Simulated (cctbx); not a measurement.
# What is wrong with this refinement?

Cell a = 9.5690 Å, b = 9.5690 Å, c = 6.9040 Å, α = 90.00°, β = 90.00°, γ = 120.00°; space group P6_3/mcm (no. 193). The compound is La3Er2Pb3Cl.

Simulated single-crystal data (cctbx): Mo Kα, λ = 0.71073 Å, to d = 0.65 Å, 80 % of the full sphere, strongest reflection 5000 counts, noise from counting, a 1.5 % proportional error and a noise floor of 2 counts (s.d.); no absorption.

An anisotropic refinement with weights 1/σ² prints:

```text
Rint 0.059, 409 unique reflections to 0.65 A
cycle     R1     wR2    GooF  max shift (A)
   1  0.0774  0.1659   6.059   0.00364
   2  0.0585  0.1225   4.475   0.00000
final R1 0.0585 wR2 0.1225 GooF 4.475  parameters 10  data/parameter 40.9
atom        x        y        z      Ueq    occ   su(xyz)  su(Uiso or U11)
Pb1    0.61673  0.00000  0.25000   0.0186  1.000  0.00014  0.0004
Er1    0.66667  0.33333  0.00000   0.0167  1.000  0.00000  0.0004
La1    0.26302  0.00000  0.25000   0.0245  1.000  0.00023  0.0007
difference map: max 55.27 min -1.59 rms 1.06
Q1    0.0000  0.0000  0.0000    2   55.27  3.05 A from La1
Q2    0.0000  0.0000  0.1483    4    2.60  2.61 A from La1
Q3    0.0000  0.3695  0.7500    6    2.36  0.13 A from Pb1
Q4    0.3333  0.6667  0.0000    4    2.30  0.00 A from Er1
Q5    0.0000  0.2753  0.2500    6    2.30  0.12 A from La1
Q6    0.0602  0.1204  0.0000   12    2.00  2.44 A from La1
```

**Question.** Can this result stand? If not, what is the likely fault?

Mend it. The fault: an atom left out, Cl at (0, 0, 0). Against the right model at the same level, R1 goes from 0.0120 to 0.0585 and GooF from 0.89 to 4.47 and the top difference peak, 55.3 e/Å³, lies 3.05 Å from La1. Q1 is the missing atom. With scattering power missing, scale and phases suffer, so peaks may also grow on the heavy atoms.

The compound is La3Er2Pb3Cl. The right model at the same level gives:

```text
Rint 0.059, 409 unique reflections to 0.65 A
cycle     R1     wR2    GooF  max shift (A)
   1  0.0540  0.1159   4.244   0.00145
   2  0.0120  0.0243   0.890   0.00000
final R1 0.0120 wR2 0.0243 GooF 0.890  parameters 12  data/parameter 34.1
atom        x        y        z      Ueq    occ   su(xyz)  su(Uiso or U11)
Pb1    0.61673  0.00000  0.25000   0.0190  1.000  0.00003  0.0001
Er1    0.66667  0.33333  0.00000   0.0173  1.000  0.00000  0.0001
La1    0.26325  0.00000  0.25000   0.0248  1.000  0.00005  0.0001
Cl1    0.00000  0.00000  0.00000   0.0268  1.000  0.00000  0.0008
difference map: max 1.27 min -1.34 rms 0.25
Q1    0.1752  0.4610  0.2500   12    1.34  1.79 A from La1
Q2    0.0000  0.0000  0.1686    4    1.05  1.16 A from Cl1
Q3    0.2500  0.5028  0.1538   24    0.95  1.72 A from Er1
Q4    0.1328  0.3319  0.6088   24    0.95  1.85 A from Pb1
Q5    0.1455  0.2909  0.0000   12    0.93  2.15 A from La1
Q6    0.0000  0.4936  0.2500    6    0.83  1.18 A from Pb1
```

The model was made for the exercise: a known structure type with other elements put in, its volume estimated, not relaxed; displacement parameters are assumed.

[Middle refinement cycles are left out of these outputs.]

[Logs are printed without paths, hosts, clocks, repeated set-up lines and the standing remarks that a program may print on its own settings, such as how far it seeks lower states.]
